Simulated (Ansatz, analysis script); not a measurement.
## Fixed-spin-moment curve of FeGe2

Aim: the energy of FeGe2 as its total moment is fixed at a series of values, and its answer to a field.

Main program and level: Ansatz 0.2.0; PBEsol, PAW set soft_1 (files made for PBE).

### 1. The structure

Symmetry: I4/mcm, No. 140, tetragonal system. The conventional cell has a = 5.919 Å, b = 5.919 Å, c = 4.903 Å, α = 90.00°, β = 90.00°, γ = 90.00°. Fe has 2 Fe at 2.45 Å and 8 Ge at 2.55 Å nearest. Ge has 4 Fe at 2.55 Å and 1 Ge at 2.59 Å nearest. Farther neighbours are not listed.

The cell comes from the Materials Project, a database of computed structures, and the real compound, where it exists, may take another one.

The cell of this run holds 6 atoms, 2 of them with a starting moment; values «a cell» refer to the cell of the run in question.

### 2. Starting state

First a free collinear run, to see which state the typed moments lead to.

Input file input.yaml:

```yaml
crystal:
  lattice:
    - [-2.9595565636, 2.9595565636, 2.45140301]
    - [2.9595565636, -2.9595565636, 2.45140301]
    - [2.9595565636, 2.9595565636, -2.45140301]
  atoms:
    - { symbol: Fe, position: [0.75, 0.75, 0.0], spin: 2.8 }
    - { symbol: Fe, position: [0.25, 0.25, 0.0], spin: 2.8 }
    - { symbol: Ge, position: [0.15489261, 0.65489261, 0.80978522] }
    - { symbol: Ge, position: [0.34510739, 0.15489261, 0.5] }
    - { symbol: Ge, position: [0.65489261, 0.84510739, 0.5] }
    - { symbol: Ge, position: [0.84510739, 0.34510739, 0.19021478] }
magnetization:
  spin_polarized: true
kpoints:
  mp_grid: { grid: [10, 10, 10] }
hamiltonian:
  xc: pbesol
  pseudopotentials: { kind: paw, azcp: { folder: soft_1 }, xc_functional: pbe }
scf:
  occupations: { method: fermi_dirac, width: 0.05 }
  max_iter: 120
  convergence: { dr2_threshold: 1.0e-08 }
  lower_state_search: "off"
output:
  write_density: true
  write_potential: true
  elf: true
  volumetric_format: npy
```

The run is started by

```
$ ansatz run input.yaml --threads 1 --pin off --max-ram 2560MiB --backend cpu --events-out ev --progress --plain --runs-dir out
```

Numbers of over 12 decimals in the logs are rounded to 6 here.

The program printed:

```text
Engine: ansatz 0.2.0, aarch64-unknown-linux-gnu
Pseudopotentials: kind: paw
Pseudopotential: Fe, paw, valence charge 16, recommended cutoff 420 eV (normal), soft_1/Fe.paw.azcp
Pseudopotential: Ge, paw, valence charge 14, recommended cutoff 420 eV (normal), soft_1/Ge.paw.azcp
Functional definition: PBEsol
  exchange = pbesol_x
  correlation = pbesol_c
Crystal: 6 atoms, lattice volume = 85.887 Å³
Basis set: ecut = 420 eV, 1657 PW (Γ)
Bands: 57, of which v1, the nominal top of the filled ones, is band 44 counted from 1 (43 counted from 0)
Symmetry: 16 space group operations
Space group: I4/mcm (ITA 140), of the structure as read, at distance tolerance 4.4e-5 Å
Magnetic group: BNS 140.541 (UNI 1201), of the structure as read, at distance tolerance 4.4e-5 Å
k-points: 102 of 1000
Non-local potential: Fe, projectors of the file, l = 0: 3, l = 1: 2, l = 2: 3, l = 3: 1
Non-local potential: Ge, projectors of the file, l = 0: 2, l = 1: 2, l = 2: 3, l = 3: 1
PAW form: soft (Blöchl's): semilocal exchange-correlation on the pseudo side does not see the compensation charge
PAW frozen core: Fe, regenerated for the run's functional, and the local potential with it (the file was generated under x = pbe(κ = 0.804, μ = 0.219515), c = pbe(β = 0.066725))
PAW frozen core: Ge, regenerated for the run's functional, and the local potential with it (the file was generated under x = pbe(κ = 0.804, μ = 0.219515), c = pbe(β = 0.066725))
PAW one-centre angular grid: Fe, 590 points (default); XC on 64 Gauss nodes
PAW one-centre angular grid: Ge, 590 points (default); XC on 64 Gauss nodes
Initial density: superposition of atomic densities (chi_scale 0.1, normalization cell)
Starting moments: Σ|m| = 5.6 μB on 2 of 6 sites
Initial wavefunctions: pseudopotential atomic-orbital guess
Functional: x = pbesol(κ = 0.804, μ = 0.123457), c = pbesol(β = 0.046)
SCF iter   1: F=—  HF=-25914.237184 eV  |F-HF|=—  |Δ(HF+E_count)|=         —  Δρ=1.23e-1 (↑3.16e-2 ↓1.23e-1)  dr2=1.96e1  dr2_m=3.80e0  M=2.645 μB ∫|m|=3.190 μB  β_m=0.30  ethr=3.10e-3  ⟨swp⟩=5.4  Hψ=37071  notcnv=0  defer=53
preconditioner: auto → Kerker (q_TF=auto, 2.739 Å⁻¹)  [metal: Δε(μ)=0.001 eV  Ē_g=19.183 eV  σ=0.050 eV  W_gap=0.01  n_scr=34 (ndim 8)  ℏωp=34.0 eV  f_vac=0.000  D(μ)=3.91/eV (n_scr^D=34)]
spin=Collinear: Kerker preconditioning applied to the charge; magnetization (m = ρ↑ − ρ↓) channel mixes plain (no charge-response kernel on spin).
SCF iter   2: F=—  HF=-25913.204681 eV  |F-HF|=—  |Δ(HF+E_count)|=    1.03e0  Δρ=7.08e-2 (↑7.08e-2 ↓2.40e-2)  dr2=2.80e0  dr2_m=1.14e0  M=3.053 μB ∫|m|=3.793 μB  β_m=0.30  ethr=3.10e-3  ⟨swp⟩=3.0  Hψ=25391  notcnv=0  defer=766
SCF iter   3: F=—  HF=-25912.910610 eV  |F-HF|=—  |Δ(HF+E_count)|=   2.94e-1  Δρ=3.99e-2 (↑3.30e-2 ↓3.99e-2)  dr2=2.21e0  dr2_m=8.41e-1  M=2.808 μB ∫|m|=3.512 μB  β_m=0.30  ethr=3.10e-3  ⟨swp⟩=2.1  Hψ=17233  notcnv=0  defer=691
SCF iter   4: F=—  HF=-25912.535021 eV  |F-HF|=—  |Δ(HF+E_count)|=   3.76e-1  Δρ=2.40e-2 (↑2.40e-2 ↓1.13e-2)  dr2=3.08e-1  dr2_m=2.19e-1  M=2.992 μB ∫|m|=3.758 μB  β_m=0.30  ethr=2.51e-3  ⟨swp⟩=2.5  Hψ=16343  notcnv=0  defer=686
SCF iter   5: F=—  HF=-25912.532094 eV  |F-HF|=—  |Δ(HF+E_count)|=   2.93e-3  Δρ=1.85e-2 (↑1.85e-2 ↓1.26e-2)  dr2=5.31e-2  dr2_m=1.85e-1  M=2.880 μB ∫|m|=3.635 μB  β_m=0.30  ethr=3.50e-4  ⟨swp⟩=2.1  Hψ=15169  notcnv=0  defer=649
SCF iter   6: F=—  HF=-25912.545780 eV  |F-HF|=—  |Δ(HF+E_count)|=   1.37e-2  Δρ=1.36e-2 (↑1.36e-2 ↓1.29e-2)  dr2=4.12e-3  dr2_m=1.37e-1  M=2.803 μB ∫|m|=3.554 μB  β_m=0.30  ethr=6.03e-5  ⟨swp⟩=3.0  Hψ=21426  notcnv=0  defer=649
SCF iter   7: F=—  HF=-25912.561307 eV  |F-HF|=—  |Δ(HF+E_count)|=   1.55e-2  Δρ=1.32e-2 (↑1.01e-2 ↓1.32e-2)  dr2=1.10e-2  dr2_m=1.07e-1  M=2.733 μB ∫|m|=3.472 μB  β_m=0.30  ethr=4.68e-6  ⟨swp⟩=2.0  Hψ=19135  notcnv=0  defer=649
SCF iter   8: F=—  HF=-25912.573083 eV  |F-HF|=—  |Δ(HF+E_count)|=   1.18e-2  Δρ=1.06e-2 (↑8.95e-3 ↓1.06e-2)  dr2=3.61e-3  dr2_m=7.52e-2  M=2.690 μB ∫|m|=3.419 μB  β_m=0.30  ethr=4.68e-6  ⟨swp⟩=2.2  Hψ=18894  notcnv=0  defer=649
SCF iter   9: F=—  HF=-25912.580431 eV  |F-HF|=—  |Δ(HF+E_count)|=   7.35e-3  Δρ=8.33e-3 (↑8.33e-3 ↓8.01e-3)  dr2=1.49e-4  dr2_m=5.25e-2  M=2.658 μB ∫|m|=3.375 μB  β_m=0.30  ethr=4.10e-6  ⟨swp⟩=2.0  Hψ=17249  notcnv=0  defer=649
SCF iter  10: F=—  HF=-25912.586027 eV  |F-HF|=—  |Δ(HF+E_count)|=   5.60e-3  Δρ=7.55e-3 (↑6.89e-3 ↓7.55e-3)  dr2=8.51e-4  dr2_m=4.10e-2  M=2.617 μB ∫|m|=3.324 μB  β_m=0.30  ethr=1.69e-7  ⟨swp⟩=2.0  Hψ=20492  notcnv=0  defer=649
[...]
Mixer restart at iter 12: flushing history
spin-set hold released at iteration 12 (site moments contracting): the magnetisation degrees of freedom join the quasi-Newton model from the next iteration; the mixer history was flushed
SCF iter  13: F=—  HF=-25912.594851 eV  |F-HF|=—  |Δ(HF+E_count)|=   2.13e-3  Δρ=4.75e-3 (↑4.75e-3 ↓4.66e-3)  dr2=1.13e-4  dr2_m=1.74e-2  M=2.539 μB ∫|m|=3.218 μB  β_m=0.37  ethr=1.69e-7  ⟨swp⟩=2.0  Hψ=16255  notcnv=0  defer=643
SCF iter  14: F=—  HF=-25912.601356 eV  |F-HF|=—  |Δ(HF+E_count)|=   6.50e-3  Δρ=4.73e-3 (↑6.16e-4 ↓4.73e-3)  dr2=1.74e-2  dr2_m=5.29e-3  M=2.455 μB ∫|m|=3.098 μB  β_m=0.42  ethr=1.28e-7  ⟨swp⟩=2.5  Hψ=22196  notcnv=0  defer=643
SCF iter  15: F=—  HF=-25912.601263 eV  |F-HF|=—  |Δ(HF+E_count)|=   9.22e-5  Δρ=4.91e-4 (↑3.12e-4 ↓4.91e-4)  dr2=7.79e-5  dr2_m=1.16e-4  M=2.394 μB ∫|m|=3.000 μB  β_m=0.71  ethr=1.28e-7  ⟨swp⟩=2.5  Hψ=23604  notcnv=0  defer=618
SCF iter  16: F=—  HF=-25912.601409 eV  |F-HF|=—  |Δ(HF+E_count)|=   1.46e-4  Δρ=2.41e-4 (↑1.56e-4 ↓2.41e-4)  dr2=3.87e-5  dr2_m=2.84e-5  M=2.395 μB ∫|m|=2.997 μB  β_m=0.86  ethr=8.86e-8  ⟨swp⟩=2.0  Hψ=17938  notcnv=0  defer=618
SCF iter  17: F=—  HF=-25912.601440 eV  |F-HF|=—  |Δ(HF+E_count)|=   3.06e-5  Δρ=5.11e-5 (↑3.61e-5 ↓5.11e-5)  dr2=4.66e-6  dr2_m=1.48e-7  M=2.392 μB ∫|m|=2.988 μB  β_m=0.93  ethr=4.39e-8  ⟨swp⟩=2.0  Hψ=14166  notcnv=0  defer=618
SCF iter  18: F=—  HF=-25912.601434 eV  |F-HF|=—  |Δ(HF+E_count)|=   5.68e-6  Δρ=2.29e-5 (↑1.96e-5 ↓2.29e-5)  dr2=1.98e-6  dr2_m=7.21e-9  M=2.392 μB ∫|m|=2.988 μB  β_m=0.84  ethr=5.30e-9  ⟨swp⟩=3.0  Hψ=20665  notcnv=0  defer=618
SCF iter  19: F=—  HF=-25912.601434 eV  |F-HF|=—  |Δ(HF+E_count)|=   2.24e-8  Δρ=2.57e-5 (↑2.42e-5 ↓2.57e-5)  dr2=2.38e-6  dr2_m=2.08e-9  M=2.392 μB ∫|m|=2.988 μB  β_m=0.71  ethr=2.25e-9  ⟨swp⟩=2.0  Hψ=17295  notcnv=0  defer=618
SCF iter  20: F=—  HF=-25912.601434 eV  |F-HF|=—  |Δ(HF+E_count)|=   2.01e-7  Δρ=7.24e-6 (↑6.80e-6 ↓7.24e-6)  dr2=2.11e-7  dr2_m=1.50e-10  M=2.392 μB ∫|m|=2.988 μB  β_m=0.59  ethr=2.25e-9  ⟨swp⟩=1.2  Hψ=11155  notcnv=0  defer=618
SCF iter  21: F=-25912.601434 eV  HF=-25912.601434 eV  |F-HF|=2.55e-10  |Δ(HF+E_count)|=   2.21e-8  Δρ=1.29e-6 (↑8.71e-7 ↓1.29e-6)  dr2=2.63e-9  dr2_m=2.37e-10  M=2.392 μB ∫|m|=2.988 μB  ethr=1.14e-11  ⟨swp⟩=7.7  Hψ=42986  notcnv=0
SCF 1 converged in 21 iterations: F = -25912.601434 eV  dr2 = 2.63e-9
  greatest PAW one-centre occupation: 1.001 electrons in one spin orbital (limit 2), on the Fe atom at site 1 (counted from 0), in its partial waves of l = 1
SCF converged after 21 iterations
Magnetization: 2.3920 μB (45.1960 up, 42.8040 down)
Absolute magnetization: 2.9899 μB (∫|ρ↑−ρ↓|, with the PAW one-centre terms)
Spin contamination: 0.1088 ħ² per cell (⟨S²⟩ above its minimum at these occupations)
Per-site moments (μB) at R_I (Å): [(1.317361, 1.011203741625), (1.317361, 1.011203741625), (-0.039376, 1.052939), (-0.039376, 1.052939), (-0.039376, 1.052939), (-0.039376, 1.052939)]
Free energy (F): -25912.601434 eV
Harris-Foulkes:  -25912.601434 eV  (|F-HF|=2.55e-10)
Internal energy: -25912.577270 eV  (E = F + TS)
E sigma→0 (E₀):  -25912.589352 eV
Entropy (-TS):   -0.024164 eV (-4.027 meV/atom)
Fermi energy:    14.921783 eV
--- Per-component energies (eV) ---
  E_band       = -787.385843
  E_kinetic    = 1041.175234
  E_local      = -11929.309688  (includes V_loc(G=0)·N_el)
  E_nonlocal   = 1457.753011
  E_hartree    = 5502.404040
  E_xc         = -508.825910
  E_vxc        = -550.231622  (∫ρ·V_xc dr)
  E_paw        = -10588.977821  (= ΣΔE_a)
  E_vpaw       = -1811.581565  (= ΣTr[D̂ρ^β])
  E_aug_tail   = -0.001971  (compensation charges beyond the density's cutoff)
  E_ewald      = -10890.824319
  E_core_change = 4.030155  (= ΣΔE_core)
  E_smearing   = -0.024164  (= −TS)
  E_closure    = 0.000000  (closes the sum)
  Σ components = -25912.601434   (vs F -25912.601434, Δ=0.00e0)
--- Band table (eV; the first three rows and the last of 204) ---
  k-point 0 ↑: bands = [... 40 lower, 12.6725, 13.0051, 13.4420, 13.6716, 13.8631, 13.8631, 15.0618, 15.0618, ... 9 higher]
  k-point 1 ↑: bands = [... 40 lower, 12.7293, 12.9313, 13.4818, 13.8507, 13.8539, 14.1062, 15.0214, 15.4133, ... 9 higher]
  k-point 2 ↑: bands = [... 40 lower, 12.8101, 13.3075, 13.4862, 13.8312, 13.8563, 14.8591, 15.0884, 16.0801, ... 9 higher]
  k-point 101 ↓: bands = [... 40 lower, 14.3875, 15.0579, 15.4550, 15.4550, 16.1534, 16.3066, 17.6151, 17.6151, ... 9 higher]
```

Elapsed: 2.7 min, on 1 thread of Arm Neoverse V1, shared host; peak memory 0.82 GiB.

Spin moment in the atom's sphere by atom:

```tsv
atom	spin moment in the atom's sphere (μB)
Fe1	1.32
Fe2	1.32
Ge3	-0.04
Ge4	-0.04
Ge5	-0.04
Ge6	-0.04
```

Tables count atoms from 1; parts of the log count from 0.

The run ends ferromagnetic, with a net moment of 2.39 μB a cell. Only this order was typed.

Spin density in the ab plane of the conventional cell at fractional z = 0.000, with atoms of Ge within 0.2 Å of it.

Values in units of 1e-2 e/Å³, 16 rows by 16 columns, each cell a mean:
```
-0.4 -0.5 -1.1 -1.6 -1.1 -0.4 -0.3 -0.5 -0.6 -0.4 -0.4 -0.6 -0.8 -0.8 -0.6 -0.4
-0.5 -0.7 -1.3 -1.7 -0.7 -0.3 -0.3 -0.3 -0.4 -0.3 -0.2 -0.3 -0.6 -0.9 -1.0 -0.8
-0.9 -0.8 -1.1 -1.3 -0.4 -0.1 -0.3 -0.4 -0.5 -0.3 -0.2 -0.3 -0.7 -1.3 -1.6 -1.4
-1.0 -0.7 -0.6 -0.7 -0.6 -0.4 -0.7 -1.1 -0.9 -0.5 -0.4 -0.5 -0.7 -1.0 -1.4 -1.5
-0.7 -0.4 -0.3 -0.4 -0.7 -1.3 -1.7 -1.6 -1.0 -0.8 -0.9 -1.0 -0.5 -0.2 -0.3 -0.8
-0.5 -0.3 -0.2 -0.3 -0.6 -1.1 -1.3 -1.1 -0.8 -0.8 -1.3 -1.5 -0.5 -0.2 -0.3 -0.3
-0.5 -0.4 -0.3 -0.4 -0.7 -0.8 -0.7 -0.5 -0.4 -0.6 -1.3 -1.7 -0.9 -0.3 -0.2 -0.3
-0.6 -0.5 -0.5 -0.7 -1.0 -0.9 -0.5 -0.4 -0.4 -0.4 -1.0 -1.4 -1.1 -0.5 -0.4 -0.5
-0.6 -0.3 -0.3 -0.8 -1.5 -1.4 -0.8 -0.4 -0.4 -0.4 -0.7 -0.9 -0.7 -0.4 -0.4 -0.5
-0.4 -0.2 -0.3 -0.3 -1.4 -1.6 -1.0 -0.6 -0.6 -0.9 -1.0 -0.8 -0.4 -0.2 -0.2 -0.4
-0.5 -0.3 -0.2 -0.2 -1.0 -1.3 -0.9 -0.8 -1.2 -1.6 -1.4 -1.0 -0.4 -0.2 -0.2 -0.4
-1.1 -0.9 -0.5 -0.5 -0.7 -0.7 -0.6 -0.8 -1.3 -1.5 -1.1 -0.8 -0.6 -0.4 -0.4 -0.7
-1.4 -1.7 -1.5 -1.0 -0.5 -0.3 -0.3 -0.6 -0.8 -0.5 -0.2 -0.3 -0.8 -1.0 -0.8 -0.9
-1.0 -1.3 -1.3 -0.9 -0.4 -0.2 -0.2 -0.4 -0.4 -0.2 -0.4 -0.2 -1.1 -1.5 -1.0 -0.7
-0.4 -0.6 -0.8 -0.8 -0.5 -0.3 -0.3 -0.4 -0.4 -0.2 -0.2 -0.5 -1.5 -1.6 -0.9 -0.4
-0.4 -0.4 -0.8 -1.0 -0.9 -0.5 -0.4 -0.6 -0.6 -0.4 -0.4 -0.8 -1.3 -1.2 -0.6 -0.4
```
Columns run along a (5.9 Å), rows up along b (5.9 Å), edges of the conventional cell, whose origin can differ from the input's. Atoms in or near the plane, at fractional coordinates: Ge at (0.65, 0.15), Ge at (0.15, 0.35), Ge at (0.85, 0.65), Ge at (0.35, 0.85).

Valence density in the ab plane of the conventional cell at fractional z = 0.000, with atoms of Ge within 0.2 Å of it. It is the smooth field of the valence electrons, not physical close to the nuclei.

Ten steps, logarithmic in the rise over the least value, from '0' (0 e/Å³) to '9' (34 e/Å³), each cell a mean:
```
1001243110000001
0011587310000000
0001698410000111
0001465200002331
1000111100015873
1000001000026984
1000000000114762
1111000110011221
1243110110000001
2687310000000000
2798310001110000
1465200012321000
1121000015872100
0100000027983100
0000000014752100
1000011111211001
```
Columns run along a (5.9 Å), rows up along b (5.9 Å), edges of the conventional cell, whose origin can differ from the input's. Atoms in or near the plane, at fractional coordinates: Ge at (0.65, 0.15), Ge at (0.15, 0.35), Ge at (0.85, 0.65), Ge at (0.35, 0.85).

ELF in the ab plane of the conventional cell at fractional z = 0.000, with atoms of Ge within 0.2 Å of it. It is the smooth field of the valence electrons, not physical close to the nuclei.

Values, 16 rows by 16 columns, each cell a mean:
```
0.30 0.35 0.47 0.51 0.43 0.35 0.40 0.55 0.64 0.54 0.40 0.35 0.37 0.37 0.34 0.31
0.34 0.38 0.50 0.48 0.29 0.26 0.24 0.40 0.50 0.37 0.20 0.19 0.29 0.40 0.44 0.39
0.41 0.37 0.45 0.43 0.24 0.35 0.27 0.36 0.42 0.26 0.14 0.20 0.35 0.46 0.52 0.51
0.43 0.30 0.32 0.38 0.32 0.24 0.29 0.43 0.42 0.26 0.23 0.31 0.36 0.35 0.41 0.49
0.41 0.24 0.17 0.26 0.38 0.43 0.48 0.51 0.43 0.34 0.38 0.40 0.27 0.24 0.23 0.39
0.45 0.29 0.14 0.17 0.32 0.45 0.50 0.47 0.38 0.38 0.49 0.45 0.24 0.37 0.26 0.36
0.57 0.46 0.29 0.24 0.30 0.37 0.38 0.35 0.32 0.37 0.50 0.51 0.35 0.25 0.29 0.46
0.68 0.57 0.45 0.41 0.43 0.41 0.34 0.30 0.29 0.33 0.43 0.49 0.45 0.42 0.47 0.60
0.61 0.46 0.36 0.39 0.49 0.51 0.40 0.31 0.30 0.33 0.36 0.37 0.35 0.36 0.47 0.62
0.47 0.29 0.27 0.23 0.41 0.52 0.44 0.34 0.37 0.43 0.43 0.35 0.22 0.18 0.28 0.47
0.42 0.25 0.36 0.24 0.35 0.46 0.40 0.37 0.47 0.52 0.49 0.41 0.26 0.15 0.18 0.36
0.45 0.35 0.24 0.27 0.37 0.34 0.29 0.37 0.48 0.45 0.37 0.37 0.36 0.26 0.22 0.35
0.50 0.51 0.45 0.40 0.31 0.20 0.19 0.35 0.43 0.29 0.24 0.22 0.37 0.41 0.35 0.37
0.43 0.50 0.48 0.38 0.23 0.14 0.20 0.40 0.43 0.25 0.38 0.25 0.37 0.49 0.43 0.36
0.33 0.37 0.38 0.34 0.26 0.26 0.37 0.54 0.53 0.36 0.25 0.29 0.45 0.53 0.43 0.33
0.30 0.32 0.38 0.43 0.42 0.42 0.50 0.64 0.66 0.53 0.43 0.43 0.48 0.47 0.37 0.30
```
Columns run along a (5.9 Å), rows up along b (5.9 Å), edges of the conventional cell, whose origin can differ from the input's. Atoms in or near the plane, at fractional coordinates: Ge at (0.65, 0.15), Ge at (0.15, 0.35), Ge at (0.85, 0.65), Ge at (0.35, 0.85).

### 3. The non-magnetic reference

The state without spin is the zero of E(M).

Input file input.yaml:

```yaml
crystal:
  lattice:
    - [-2.9595565636, 2.9595565636, 2.45140301]
    - [2.9595565636, -2.9595565636, 2.45140301]
    - [2.9595565636, 2.9595565636, -2.45140301]
  atoms:
    - { symbol: Fe, position: [0.75, 0.75, 0.0] }
    - { symbol: Fe, position: [0.25, 0.25, 0.0] }
    - { symbol: Ge, position: [0.15489261, 0.65489261, 0.80978522] }
    - { symbol: Ge, position: [0.34510739, 0.15489261, 0.5] }
    - { symbol: Ge, position: [0.65489261, 0.84510739, 0.5] }
    - { symbol: Ge, position: [0.84510739, 0.34510739, 0.19021478] }
kpoints:
  mp_grid: { grid: [10, 10, 10] }
hamiltonian:
  xc: pbesol
  pseudopotentials: { kind: paw, azcp: { folder: soft_1 }, xc_functional: pbe }
scf:
  occupations: { method: fermi_dirac, width: 0.05 }
  max_iter: 120
  convergence: { dr2_threshold: 1.0e-08 }
basis:
  ecutwfc: 420.0
```

The program printed:

```text
[...]
Crystal: 6 atoms, lattice volume = 85.887 Å³
Basis set: ecut = 420 eV, 1657 PW (Γ)
Bands: 50, of which v1, the nominal top of the filled ones, is band 44 counted from 1 (43 counted from 0)
Symmetry: 16 space group operations
[...]
k-points: 102 of 1000
[...]
SCF iter   1: F=—  HF=-25919.456059 eV  |F-HF|=—  |Δ(HF+E_count)|=         —  Δρ=2.35e-1  dr2=7.28e1  ethr=3.10e-3  ⟨swp⟩=5.9  Hψ=17107  notcnv=0  defer=1
[...]
SCF iter  11: F=-25912.290033 eV  HF=-25912.290033 eV  |F-HF|=2.88e-9  |Δ(HF+E_count)|=   7.56e-9  Δρ=2.09e-6  dr2=3.98e-9  ethr=1.14e-11  ⟨swp⟩=2.9  Hψ=11299  notcnv=0
SCF 1 converged in 11 iterations: F = -25912.290033 eV  dr2 = 3.98e-9
[...]
SCF converged after 11 iterations
Free energy (F): -25912.290033 eV
[...]
Internal energy: -25912.219224 eV  (E = F + TS)
E sigma→0 (E₀):  -25912.254629 eV
Entropy (-TS):   -0.070810 eV (-11.802 meV/atom)
Fermi energy:    14.790379 eV
[...]
```

Wall time 37 s (1 thread); peak memory 0.55 GiB.

The free collinear run lies 311 meV below it.

### 4. Without spin, levels printed

input.yaml: that of step 3 with these lines changed.

```diff
@@ -23 +23,3 @@
   ecutwfc: 420.0
+output:
+  eigenvalues: true
```

The program printed:

```text
[...]
Crystal: 6 atoms, lattice volume = 85.887 Å³
Basis set: ecut = 420 eV, 1657 PW (Γ)
Bands: 53, of which v1, the nominal top of the filled ones, is band 44 counted from 1 (43 counted from 0)
Symmetry: 16 space group operations
[...]
k-points: 102 of 1000
[...]
--- Band table (eV; the first three rows and the last of 102) ---
  k-point 0: bands = [... 40 lower, 12.9331, 13.0711, 14.0666, 14.1484, 14.8371, 14.8371, 15.6550, 15.6550, ... 5 higher]
  k-point 1: bands = [... 40 lower, 12.8815, 13.0936, 14.0803, 14.5259, 14.8258, 14.8419, 15.5925, 15.8570, ... 5 higher]
  k-point 2: bands = [... 40 lower, 13.0815, 13.4346, 14.0776, 14.7983, 14.8309, 15.2944, 15.5924, 16.3583, ... 5 higher]
  k-point 101: bands = [... 40 lower, 14.0160, 14.7376, 14.7376, 14.9657, 15.9420, 16.1382, 17.5761, 17.5761, ... 5 higher]
[key lines of the parts left out:]
SCF converged after 11 iterations
Free energy (F): -25912.290033 eV
Fermi energy:    14.790376 eV
```

Elapsed: 36 s, on 1 thread; peak memory 0.56 GiB.

(Part 1 of 2 ends here.)

[Logs and program files are shortened in this print: banners, set-up blocks, solver, clock and traceback lines can be left out without a mark of their own.]

[Logs are printed without paths, hosts, clocks, repeated set-up lines and the standing remarks that a program may print on its own settings, such as how far it seeks lower states.]

[Hosts, paths, dates, database ids (printed as entryN), source tags and the programs' standing remarks are cut or masked in the printed files.]
